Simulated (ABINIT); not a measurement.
# Tellurium (P3_121, 3 atoms a cell): G0W0 in ABINIT against the exchange cutoff, part 2 of 2

Wanted: the cheapest exchange cutoff that holds the gap of Tellurium (P3_121, 3 atoms a cell).

ABINIT 10.8.3; PBE and many-body steps on it, plane waves. Known limits of the many-body steps: not at the basis limit; model gap, bands may invert with spin-orbit coupling; exchange with frozen shells missing; screening runs away on this mesh; no spin-orbit coupling; coarse k mesh.

So far. Step 2 (Screening, 3×3×2 mesh, 100 bands, screening to 130.6 eV): Local fields lower ε∞ by 21 %. The value itself is an artefact of the mesh, where one narrow direct gap carries too much weight. Step 5 (13.6 Ha): The gap on the mesh goes from 0.17 eV to 0.48 eV, a correction of +0.31 eV.

The database entry behind the starting cell differs from later determinations by our own check (inner coordinate of an old entry), so it need not match the best structure at ambient conditions.

### Step 6. 23.8 Ha

Level of this step: G0W0 on PBE, plane waves, norm-conserving pseudopotentials (ABINIT).

Contents of run.abi:

```
acell 3*1.0 Angstrom
rprim 
  4.454000000025 -0.000000000006 0.000000000000
  -2.227000000008 3.857277148481 0.000000000000
  0.000000000000 0.000000000000 5.924000000000
ntypat 1
znucl 52
natom 3
typat 1 1 1
xred 
  0.269000000000 0.000000000000 0.333333333333
  0.000000000000 0.269000000000 0.666666666667
  0.731000000000 0.731000000000 -0.000000000000
pp_dirpath "pseudos"
pseudos "Te.upf"
ecut 34
ngkpt 3 3 2
nshiftk 1
shiftk 0 0 0
kptopt 1
chksymbreak 0
istwfk *1
occopt 1
irdwfk 1
optdriver 4
nband 100
gwcalctyp 0
ecutsigx 23.8
symsigma 1
nkptgw 2
kptgw 
  0.3333333333 0.3333333333 0.5000000000
  0.0000000000 0.0000000000 0.0000000000
bdgw 
  23 27
  22 26
ecuteps 4.8
irdscr 1
ppmodel 1
indata_prefix "in"
outdata_prefix "out"
tmpdata_prefix "tmp"
```

Started as:

```console
OMP_NUM_THREADS=1 mpirun -n 4 abinit run.abi > log
```

The log of the run:

```text
.Version 10.8.3 of ABINIT. v10.8.2 released Aug 2026.

 Symmetries : space group P3_1 2 1 (#152); Bravais hP (primitive hexag.)
[... echo of the input left out ...]
== DATASET  1 ==================================================================
-   mpi_nproc: 4, omp_nthreads: 1 (-1 if OMP is not activated)

--- !DatasetInfo
iteration_state: {dtset: 1, }
dimensions: {natom: 3, nkpt: 6, mband: 100, nsppol: 1, nspinor: 1, nspden: 1, mpw: 6557, }
cutoff_energies: {ecut:  34.0, pawecutdg:  -1.0, }
[...]
Band     E0 <VxcDFT>   SigX SigC(E0)      Z dSigC/dE  Sig(E)    E-E0       E
[...]
25   5.696 -12.128  -9.579  -2.805   0.782  -0.279 -12.328  -0.200   5.496
       26   5.696 -12.128  -9.579  -2.805   0.782  -0.279 -12.328  -0.200   5.496

== END DATASET(S) ==============================================================
================================================================================

 -outvars: echo values of variables after computation  --------
           etotal      0.0000000000E+00
            nband         100
             nkpt           6
          spgroup         152
 [... the other variables as echoed above ...]

 Calculation completed.
```

Elapsed: 12 s, on 4 MPI ranks of Arm Neoverse V1, shared host; peak memory 0.84 GiB.

Numbers from this step:

* G0W0 gap on the points computed: 0.4780 eV
* starting gap on the mesh: 0.1739 eV
* k of the valence top: 0.3333, 0.3333, 0.5
* k of the conduction bottom: 0.3333, 0.3333, 0.5
* least direct G0W0 gap on the computed points: 0.4780 eV

Against the run before, the gap moves by −0.001 eV.

### Step 7. 34 Ha

Changes to run.abi since step 6:

```diff
@@ -27,3 +27,3 @@
 gwcalctyp 0
-ecutsigx 23.8
+ecutsigx 34
 symsigma 1
```

The log of the run:

```text
.Version 10.8.3 of ABINIT. v10.8.2 released Aug 2026.

 Symmetries : space group P3_1 2 1 (#152); Bravais hP (primitive hexag.)
[... echo of the input left out ...]
== DATASET  1 ==================================================================
-   mpi_nproc: 4, omp_nthreads: 1 (-1 if OMP is not activated)

--- !DatasetInfo
iteration_state: {dtset: 1, }
dimensions: {natom: 3, nkpt: 6, mband: 100, nsppol: 1, nspinor: 1, nspden: 1, mpw: 6557, }
cutoff_energies: {ecut:  34.0, pawecutdg:  -1.0, }
[...]
Band     E0 <VxcDFT>   SigX SigC(E0)      Z dSigC/dE  Sig(E)    E-E0       E
[...]
25   5.696 -12.128  -9.580  -2.805   0.782  -0.279 -12.329  -0.202   5.495
       26   5.696 -12.128  -9.580  -2.805   0.782  -0.279 -12.329  -0.202   5.495

== END DATASET(S) ==============================================================
================================================================================

 -outvars: echo values of variables after computation  --------
           etotal      0.0000000000E+00
            nband         100
             nkpt           6
          spgroup         152
 [... the other variables as echoed above ...]

 Calculation completed.
```

Elapsed: 12 s, on 4 MPI ranks; peak memory 0.85 GiB; 48 s of CPU time.

Numbers from this step:

```
G0W0 gap on the points computed              : 0.4780 eV
starting gap on the mesh                     : 0.1739 eV
k of the valence top                         : 0.3333, 0.3333, 0.5
k of the conduction bottom                   : 0.3333, 0.3333, 0.5
least direct G0W0 gap on the computed points : 0.4780 eV
```

Against the run before, the gap moves by +0.000 eV.

### Step 8. Side by side

Times are wall times on 4 MPI ranks of Arm Neoverse V1, shared host, good to a factor of about two. A run's time includes the screening step that it read.

```tsv
run	mesh	bands	screening cutoff (eV)	DFT gap (eV)	gap on the mesh (eV)	direct (eV)	ε∞ used	time
3.4 Ha	3×3×2	100	130.6	0.174	0.518	0.518	1648.45	37 s
6.8 Ha	3×3×2	100	130.6	0.174	0.483	0.483	1648.45	42 s
13.6 Ha	3×3×2	100	130.6	0.174	0.479	0.479	1648.45	43 s
23.8 Ha	3×3×2	100	130.6	0.174	0.478	0.478	1648.45	43 s
34 Ha	3×3×2	100	130.6	0.174	0.478	0.478	1648.45	43 s
```

### Step 9. Results

```json
{
 "3.4 Ha": "0.518 eV",
 "6.8 Ha": "0.483 eV",
 "13.6 Ha": "0.479 eV",
 "23.8 Ha": "0.478 eV",
 "34 Ha": "0.478 eV",
 "known limits": "not at the basis limit; model gap, bands may invert with spin-orbit coupling; exchange with frozen shells missing; screening runs away on this mesh; no spin-orbit coupling; coarse k mesh"
}
```

**Reading.** The setting moved: exchange cutoff. From 3.4 Ha to 34 Ha the gap moves by −0.04 eV. It holds to 0.03 eV from 6.8 Ha on. Bands and screening cutoff are coupled, so a series along one setting does not show full convergence. Below the screening cutoff the correlation part is cut too. Bands and cutoff are finite, so the gap is not at the basis limit. The miss can reach some tenths of an eV and take either sign; the mesh is an error of its own. In the G0W0 runs levels were corrected at 2 k points alone, so a gap called «on the mesh» is the least over those, and an edge elsewhere would be missed. The 3×3×2 mesh is coarse for this cell, which bears on the long-range parts of exchange and screening. With atoms this heavy and so narrow a gap, spin-orbit coupling can invert the bands. These scalar-relativistic gaps are then model values, not to be set against experiment, and a spin-orbit change taken from DFT can't simply be added. The norm-conserving file of at least one element keeps a d shell over frozen s and p shells of the same row. Exchange with those shells is missing from the self-energy, an error of 0.3 to 0.9 eV in cases checked, whose sign depends on which edge lies on those atoms. For the PBE start: On this mesh the RPA ε∞ passes 90, more than nearly any semiconductor shows; a coarse mesh does this where one point with a narrow direct gap carries much weight. The screening is then too strong, and the G0W0 gap should not be taken as the material's.

[Paths, hosts, dates, memory and timing lines, banners, echoed tables and standing remarks are left out of the program output.]

[Logs are printed without paths, hosts, clocks, repeated set-up lines and the standing remarks that a program may print on its own settings, such as how far it seeks lower states.]

[Runs of the session that timed out or met a known fault of the program may be left out.]

[Hosts, paths, dates, database ids (printed as entryN), source tags and the programs' standing remarks are cut or masked in the printed files.]

[G0W0 gaps are taken among the corrected bands and points alone; a level outside them can change the order at an edge.]

[Where Ansatz stands beside ABINIT at settings called matched, ABINIT's density can come from a denser mesh and the files from another edition; pairs whose starting gaps differed by over 0.03 eV were left out, so agreement reads better than it is.]
